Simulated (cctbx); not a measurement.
# Absolute structure of SrFeCuS2Cl2O6

Space group P2_1 (no. 4), a = 7.2460 Å, b = 7.1730 Å, c = 8.1070 Å, α = 90.00°, β = 96.00°, γ = 90.00°.

| atom | mult. | x | y | z | Ueq (Å²) |
| --- | --- | --- | --- | --- | --- |
| Sr1 | 2 | 0.3717 | 0.5329 | 0.9301 | 0.0054 |
| Cu1 | 2 | 0.1956 | 0.5119 | 0.4131 | 0.0076 |
| Fe1 | 2 | 0.8546 | 0.5325 | 0.0967 | 0.0064 |
| Cl1 | 2 | 0.0566 | 0.8139 | 0.6235 | 0.0071 |
| Cl2 | 2 | 0.3660 | 0.2939 | 0.2172 | 0.0079 |
| S1 | 2 | 0.1500 | 0.8858 | 0.2107 | 0.0086 |
| S2 | 2 | 0.3728 | 0.1831 | 0.6154 | 0.0081 |
| O1 | 2 | 0.0244 | 0.4724 | 0.9277 | 0.0084 |
| O2 | 2 | 0.3067 | 0.4120 | 0.6158 | 0.0082 |
| O3 | 2 | 0.6047 | 0.2022 | 0.6171 | 0.0103 |
| O4 | 2 | 0.2929 | 0.8674 | 0.0518 | 0.0089 |
| O5 | 2 | 0.3537 | 0.1497 | 0.8228 | 0.0101 |
| O6 | 2 | 0.0632 | 0.6554 | 0.2340 | 0.0108 |

The model is made up (kin elements in a known structure type, no relaxation), so it says nothing on whether the phase exists.

Data sets are simulated with cctbx and refined with Bijvoet mates kept apart; Flack x is then fitted as the share of an inverted twin with the atoms fixed, Hooft y from the Bijvoet differences. The group has rotations alone, so the crystal has a hand.

Untwinned crystal. What Flack and Hooft values should come out?

| λ (Å) | extinction (unmodelled) | d min (Å) | top counts | error (%) | model | R1 | Flack x | s.u. | Hooft y | s.u. | pairs |
| --- | --- | --- | --- | --- | --- | --- | --- | --- | --- | --- | --- |
| 0.71073 | 0 | 0.77 | 40000 | 4 | as given | 0.0142 | 0.002 | 0.003 | 0.009 | 0.004 | 859 |
| 0.71073 | 0 | 0.77 | 40000 | 4 | inverted | 0.0759 | 0.968 | 0.006 | 1.053 | 0.005 | 859 |
| 1.54184 | 0 | 0.83 | 70000 | 2 | as given | 0.0075 | 0.002 | 0.0013 | 0.004 | 0.003 | 686 |

With Mo Kα, x is within 3 s.u. of 0, so the hand is right. With Cu Kα, x is within 3 s.u. of 0, so the hand is right. Inverting the model turns x into about 1 − x.

A further crystal gives:

```csv
λ (Å),extinction (unmodelled),d min (Å),top counts,error (%),model,R1,Flack x,s.u.,Hooft y,s.u.,pairs
0.71073,0,0.7,40000,6,as given,0.0232,0.146,0.003,0.142,0.004,1165
```

**Question.** What is it?

It was simulated as an inversion twin with a fraction 0.15 of the inverted domain. Flack x is over 3 s.u. from both 0 and 1 and reads that fraction.

[Logs are printed without paths, hosts, clocks, repeated set-up lines and the standing remarks that a program may print on its own settings, such as how far it seeks lower states.]
